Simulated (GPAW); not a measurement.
# CuBiSeO (P4/nmm): G0W0 with GPAW, start to end

How does a plane-wave GW calculation on CuBiSeO (P4/nmm) run from the first input to the gap?

Program: GPAW 26.7.0. Level of theory: LDA and many-body steps on it, plane waves. Results are calculated unless marked as measured.

This is a report of a sequence of runs, with most program output left out.

## (1) Starting point

The structure is tetragonal, space group P4/nmm (No. 129). The conventional cell has a = 3.950 Å, b = 3.950 Å, c = 9.068 Å, α = 90.00°, β = 90.00°, γ = 90.00°. Nearest to Cu lie 4 Se at 2.52 Å and 4 Cu at 2.79 Å. Nearest to Bi lie 4 O at 2.35 Å and 4 Se at 3.27 Å. Nearest to Se lie 4 Cu at 2.52 Å and 4 Bi at 3.27 Å. O has 4 Bi at 2.35 Å nearest. Farther neighbours and most contacts between anions are not listed.

The cell and positions are those that the Materials Project relaxed with its own functionals (PBE, PBE+U or r2SCAN), kept fixed. Spin-orbit coupling is left out unless a step names it.

## (2) Ground state

This step: GPAW 26.7.0; DFT, LDA, plane waves, PAW.

The ground-state density comes first.

File run.py:

```python
import json
import numpy as np
from gpaw.mpi import world
from ase import Atoms
from gpaw import GPAW, PW, FermiDirac

atoms = Atoms(['Cu', 'Cu', 'Bi', 'Bi', 'Se', 'Se', 'O', 'O'],
    cell=[[3.9497130000, 0.0000000000, 0.0000000000],
      [0.0000000000, 3.9497130000, 0.0000000000],
      [0.0000000000, 0.0000000000, 9.0675050000]],
    scaled_positions=[[0.0000000000, 0.0000000000, 0.5000000000],
      [0.5000000000, 0.5000000000, 0.5000000000],
      [0.0000000000, 0.5000000000, 0.8601790000],
      [0.5000000000, 0.0000000000, 0.1398210000],
      [0.5000000000, 0.0000000000, 0.6728240000],
      [0.0000000000, 0.5000000000, 0.3271760000],
      [0.5000000000, 0.5000000000, 0.0000000000],
      [0.0000000000, 0.0000000000, 0.0000000000]],
    pbc=(True, True, True))
calc = GPAW(mode=PW(600),
    xc='LDA',
    kpts={'size': (6, 6, 4), 'gamma': True},
    occupations=FermiDirac(0.001),
    nbands=-10,
    convergence={'density': 1e-6, 'bands': -3},
    maxiter=100,
    txt='gs.txt')
atoms.calc = calc
res = {'energy': atoms.get_potential_energy()}
kpts = calc.get_ibz_k_points()
res['kpts'] = kpts
res['eigenvalues'] = [calc.get_eigenvalues(kpt=k) for k in range(len(kpts))]
res['n_electrons'] = calc.get_number_of_electrons()
calc.write('gs.gpw')

if world.rank == 0:
    with open('result.json', 'w') as f:
        json.dump(res, f, default=lambda x: x.tolist())
```

Started as:

```sh
mpirun -n 4 gpaw python run.py
```

Wall time 54 s (4 MPI ranks of Arm Neoverse V1, shared host); peak memory 1 GiB; 3.6 min of CPU time.

Numbers from this step:

- total energy: -45.52 eV
- gap: 0.1470 eV
- k of the valence top: 0.3333, 0, 0.5
- k of the conduction bottom: 0, 0, 0.5
- least direct gap: 0.1734 eV

The gap is indirect, with the least direct gap 0.03 eV higher.

## (3) Bands along the symmetry lines

Levels along a band path, at the cheap level, show where the edges lie and whether the meshes to come will hold them.

File run.py:

```python
import json
import numpy as np
from gpaw.mpi import world
from gpaw import GPAW

path = [[0.000000, 0.000000, 0.000000],
    [0.000000, 0.062500, 0.000000],
    [0.000000, 0.125000, 0.000000],
    [0.000000, 0.187500, 0.000000],
    [0.000000, 0.250000, 0.000000],
    [0.000000, 0.312500, 0.000000],
    [0.000000, 0.375000, 0.000000],
    [0.000000, 0.437500, 0.000000],
    [0.000000, 0.500000, 0.000000],
    [0.062500, 0.500000, 0.000000],
    [0.125000, 0.500000, 0.000000],
    [0.187500, 0.500000, 0.000000],
    [0.250000, 0.500000, 0.000000],
    [0.312500, 0.500000, 0.000000],
    [0.375000, 0.500000, 0.000000],
    [0.437500, 0.500000, 0.000000],
    [0.500000, 0.500000, 0.000000],
    [0.437500, 0.437500, 0.000000],
    [0.375000, 0.375000, 0.000000],
    [0.312500, 0.312500, 0.000000],
    [0.250000, 0.250000, 0.000000],
    [0.187500, 0.187500, 0.000000],
    [0.125000, 0.125000, 0.000000],
    [0.062500, 0.062500, 0.000000],
    [0.000000, 0.000000, 0.000000],
    [0.000000, 0.000000, 0.062500],
    [0.000000, 0.000000, 0.125000],
    [0.000000, 0.000000, 0.187500],
    [0.000000, 0.000000, 0.250000],
    [0.000000, 0.000000, 0.312500],
    [0.000000, 0.000000, 0.375000],
    [0.000000, 0.000000, 0.437500],
    [0.000000, 0.000000, 0.500000],
    [0.000000, 0.062500, 0.500000],
    [0.000000, 0.125000, 0.500000],
    [0.000000, 0.187500, 0.500000],
    [0.000000, 0.250000, 0.500000],
    [0.000000, 0.312500, 0.500000],
    [0.000000, 0.375000, 0.500000],
    [0.000000, 0.437500, 0.500000],
    [0.000000, 0.500000, 0.500000],
    [0.062500, 0.500000, 0.500000],
    [0.125000, 0.500000, 0.500000],
    [0.187500, 0.500000, 0.500000],
    [0.250000, 0.500000, 0.500000],
    [0.312500, 0.500000, 0.500000],
    [0.375000, 0.500000, 0.500000],
    [0.437500, 0.500000, 0.500000],
    [0.500000, 0.500000, 0.500000],
    [0.437500, 0.437500, 0.500000],
    [0.375000, 0.375000, 0.500000],
    [0.312500, 0.312500, 0.500000],
    [0.250000, 0.250000, 0.500000],
    [0.187500, 0.187500, 0.500000],
    [0.125000, 0.125000, 0.500000],
    [0.062500, 0.062500, 0.500000],
    [0.000000, 0.000000, 0.500000],
    [0.000000, 0.500000, 0.000000],
    [0.000000, 0.500000, 0.062500],
    [0.000000, 0.500000, 0.125000],
    [0.000000, 0.500000, 0.187500],
    [0.000000, 0.500000, 0.250000],
    [0.000000, 0.500000, 0.312500],
    [0.000000, 0.500000, 0.375000],
    [0.000000, 0.500000, 0.437500],
    [0.000000, 0.500000, 0.500000],
    [0.500000, 0.500000, 0.000000],
    [0.500000, 0.500000, 0.062500],
    [0.500000, 0.500000, 0.125000],
    [0.500000, 0.500000, 0.187500],
    [0.500000, 0.500000, 0.250000],
    [0.500000, 0.500000, 0.312500],
    [0.500000, 0.500000, 0.375000],
    [0.500000, 0.500000, 0.437500],
    [0.500000, 0.500000, 0.500000]]
calc = GPAW('gs.gpw').fixed_density(kpts=path,
    symmetry='off',
    nbands=48,
    convergence={'bands': 44},
    txt='bands.txt')
res = {}
kpts = calc.get_ibz_k_points()
res['kpts'] = kpts
res['eigenvalues'] = [calc.get_eigenvalues(kpt=k) for k in range(len(kpts))]
res['n_electrons'] = calc.get_number_of_electrons()

if world.rank == 0:
    with open('result.json', 'w') as f:
        json.dump(res, f, default=lambda x: x.tolist())
```

Started as:

```sh
mpirun -n 4 gpaw python run.py
```

Wall time 1.8 min (4 MPI ranks); peak memory 1.4 GiB; 7.4 min of CPU time.

Numbers from this step:

- gap: 0.1333 eV
- k of the valence top: 0, 0.25, 0.5
- k of the conduction bottom: 0, 0, 0.5
- least direct gap: 0.1734 eV

The gap is 0.133 eV, −0.014 eV from the run before at this level.

Electronic bands along the path, in eV, zero at the top of the highest filled band:

| point | band 35 | band 36 | band 37 | band 38 | band 39 | band 40 | band 41 | band 42 |
| --- | --- | --- | --- | --- | --- | --- | --- | --- |
| Γ | -1.20 | -0.80 | -0.38 | -0.38 | 0.23 | 0.86 | 3.05 | 3.05 |
| halfway | -0.82 | -0.62 | -0.40 | -0.19 | 1.31 | 1.79 | 2.03 | 2.70 |
| X | -0.65 | -0.65 | -0.23 | -0.23 | 1.74 | 1.74 | 2.91 | 2.91 |
| halfway | -1.32 | -1.32 | -0.98 | -0.98 | 1.88 | 1.88 | 2.50 | 2.50 |
| M | -1.75 | -1.75 | -1.22 | -1.22 | 0.59 | 0.59 | 2.54 | 2.54 |
| halfway | -1.07 | -1.07 | -0.71 | -0.44 | 1.31 | 2.03 | 2.58 | 2.68 |
| Γ | -1.20 | -0.80 | -0.38 | -0.38 | 0.23 | 0.86 | 3.05 | 3.05 |
| halfway | -1.20 | -0.81 | -0.21 | -0.21 | 0.28 | 0.53 | 2.64 | 2.64 |
| Z | -1.20 | -0.74 | -0.04 | -0.04 | 0.13 | 0.36 | 2.33 | 2.33 |
| halfway | -0.92 | -0.84 | -0.57 | 0.00 | 1.53 | 1.81 | 2.52 | 2.69 |
| R | -0.58 | -0.58 | -0.25 | -0.25 | 1.60 | 1.60 | 2.97 | 2.97 |
| halfway | -1.31 | -1.31 | -0.74 | -0.74 | 1.24 | 1.24 | 3.10 | 3.10 |
| A | -1.75 | -1.75 | -1.02 | -1.02 | 1.53 | 1.53 | 2.43 | 2.43 |
| halfway | -1.21 | -1.03 | -0.95 | -0.30 | 1.21 | 2.32 | 2.45 | 3.12 |
| Z | -1.20 | -0.74 | -0.04 | -0.04 | 0.13 | 0.36 | 2.33 | 2.33 |
| jump to X | -0.65 | -0.65 | -0.23 | -0.23 | 1.74 | 1.74 | 2.91 | 2.91 |
| halfway | -0.62 | -0.62 | -0.24 | -0.24 | 1.67 | 1.67 | 2.94 | 2.94 |
| R | -0.58 | -0.58 | -0.25 | -0.25 | 1.60 | 1.60 | 2.97 | 2.97 |
| jump to M | -1.75 | -1.75 | -1.22 | -1.22 | 0.59 | 0.59 | 2.54 | 2.54 |
| halfway | -1.75 | -1.75 | -1.10 | -1.10 | 0.94 | 0.94 | 2.72 | 2.72 |
| A | -1.75 | -1.75 | -1.02 | -1.02 | 1.53 | 1.53 | 2.43 | 2.43 |

## (4) Empty states on the mesh, 4×4×2 mesh, 331 bands

The sums over transitions need many empty states on a uniform mesh; this step solves for them.

File run.py:

```python
import json
import numpy as np
from gpaw.mpi import world
from gpaw import GPAW

calc = GPAW('gs.gpw').fixed_density(kpts={'size': (4, 4, 2), 'gamma': True},
    nbands=386,
    convergence={'bands': 331},
    txt='nscf.txt')
calc.write('full.gpw', mode='all')
res = {}
kpts = calc.get_ibz_k_points()
res['kpts'] = kpts
res['eigenvalues'] = [calc.get_eigenvalues(kpt=k) for k in range(len(kpts))]
res['n_electrons'] = calc.get_number_of_electrons()

if world.rank == 0:
    with open('result.json', 'w') as f:
        json.dump(res, f, default=lambda x: x.tolist())
```

Started as:

```sh
mpirun -n 4 gpaw python run.py
```

The job ended after 6.1 min (4 MPI ranks; peak memory 1.7 GiB).

Numbers from this step:

| Item | Value |
| --- | --- |
| gap | 0.1333 eV |
| k of the valence top | 0.25, 0, 0.5 |
| k of the conduction bottom | 0, 0, 0.5 |
| least direct gap | 0.1734 eV |
| k points computed | 12 |
| lowest point of the top converged band, above the valence top | 83.6815 eV |

On this mesh the gap is 0.133 eV.

## (5) Screening and self-energy, 4×4×2 mesh, 321 bands, screening to 100 eV

Now the one-shot GW correction: screening in the RPA, then the self-energy of the levels asked for.

This step: G0W0 on LDA, plane waves, PAW.

File run.py:

```python
import json
import numpy as np
from gpaw.mpi import world
from gpaw.response.g0w0 import G0W0

gw = G0W0('full.gpw',
    filename='gw',
    kpts=[0, 1, 3],
    bands=(36, 40),
    ecut=100,
    nbands=321,
    integrate_gamma='WS',
    ppa=True)
gw.calculate()
res = {mode: {k: v for k, v in r.items() if k != 'sigma_eskwn'}
       for mode, r in gw.all_results.items()}

if world.rank == 0:
    with open('result.json', 'w') as f:
        json.dump(res, f, default=lambda x: x.tolist())
```

Started as:

```sh
mpirun -n 4 gpaw python run.py
```

It took 8.5 min on 4 MPI ranks; peak memory 2.9 GiB; 34 min of CPU time.

Numbers from this step:

```yaml
g0w0_gap_on_the_points_computed: 0.7579 eV
least_direct_g0w0_gap_on_the_computed_points: 0.7898 eV
z_at_the_valence_top: 0.7493
z_at_the_conduction_bottom: 0.8077
starting_gap_on_the_mesh: 0.1333 eV
k_of_the_valence_top: 0.25, 0, 0.5
k_of_the_conduction_bottom: 0, 0, 0.5
```

The gap on the mesh goes from 0.13 eV to 0.76 eV, a correction of +0.62 eV.

Limits: finite bands, cutoff and mesh; model gap, bands may invert with spin-orbit coupling; d shell near the gap, gap tends to lie low; no spin-orbit coupling; coarse k mesh. v1 is the top filled band, c1 the lowest empty one. The levels before and after the correction (eV, zero at the valence-band top of each column):

|  | conduction bottom | valence top |
| --- | --- | --- |
| Kohn-Sham | 0.13 | 0.00 |
| G0W0 | 0.76 | 0.00 |

|  | level | energy (eV) |
| --- | --- | --- |
| Kohn-Sham | (0 0 0.5) v2-v1 | -0.040 |
| Kohn-Sham | (0 0 0.5) c1 | 0.133 |
| Kohn-Sham | (0 0 0.5) c2 | 0.355 |
| Kohn-Sham | (0.25 0 0.5) v2 | -0.571 |
| Kohn-Sham | (0.25 0 0.5) v1 | 0.000 |
| Kohn-Sham | (0.25 0 0.5) c1 | 1.526 |
| Kohn-Sham | (0.25 0 0.5) c2 | 1.808 |
| G0W0 | (0 0 0.5) v2-v1 | -0.032 |
| G0W0 | (0 0 0.5) c1 | 0.758 |
| G0W0 | (0 0 0.5) c2 | 0.837 |
| G0W0 | (0.25 0 0.5) v2 | -0.498 |
| G0W0 | (0.25 0 0.5) v1 | 0.000 |
| G0W0 | (0.25 0 0.5) c1 | 2.158 |
| G0W0 | (0.25 0 0.5) c2 | 2.488 |

## (6) Where the time went

Times are wall times on 4 MPI ranks of Arm Neoverse V1, shared host, good to a factor of about two.

| step | time | share | memory (GiB) |
| --- | --- | --- | --- |
| ground state | 54 s | 5 % | 1.0 |
| bands along the symmetry lines | 1.8 min | 11 % | 1.4 |
| empty states on the mesh | 6.1 min | 35 % | 1.7 |
| screening and self-energy | 8.5 min | 49 % | 2.9 |

## (7) Results

- LDA gap: 0.13 eV, indirect (only 40 meV under the direct gap)
- G0W0 gap on the mesh: 0.76 eV
- GW settings: 4×4×2 mesh, 321 bands, screening to 100 eV, Godby-Needs plasmon pole
- known limits: not at the basis limit; model gap, bands may invert with spin-orbit coupling; d shell near the gap, gap tends to lie low; no spin-orbit coupling; coarse k mesh

In words: G0W0 moves the gap on the mesh from 0.13 eV to 0.76 eV (+0.62 eV), with Z of 0.75 and 0.81 at the edges. Only 3 of the mesh's irreducible points were corrected, so a valley elsewhere could overtake. Bands and cutoff are finite, so the gap is not at the basis limit. The miss can reach some tenths of an eV and take either sign; the mesh is an error of its own. These stock PAW sets were not made for GW; the filled d or f shell of Se lies in the frozen core, which bears on start and correction. In the G0W0 run levels were corrected at 3 k points alone, so a gap called «on the mesh» is the least over those, and an edge elsewhere would be missed. The 4×4×2 mesh is coarse for this cell, which bears on the long-range parts of exchange and screening. Where an edge is built on 6p states of lead, bismuth or thallium, scalar-relativistic gaps usually stand too wide, by a few tenths to over one eV. With atoms this heavy and so narrow a gap, spin-orbit coupling can invert the bands. These scalar-relativistic gaps are then model values, not to be set against experiment, and a spin-orbit change taken from DFT can't simply be added. A d shell, filled or nearly so, lies near the gap. One-shot GW converges very slowly in bands there, not always from below, and on a semilocal start the gap tends to come out low; starts rich in exact exchange can overshoot instead.

[Paths, hosts, dates, memory and timing lines, banners, echoed tables and standing remarks are left out of the program output.]

[Logs are printed without paths, hosts, clocks, repeated set-up lines and the standing remarks that a program may print on its own settings, such as how far it seeks lower states.]

[Runs of the session that timed out or met a known fault of the program may be left out.]

[Hosts, paths, dates, database ids (printed as entryN), source tags and the programs' standing remarks are cut or masked in the printed files.]
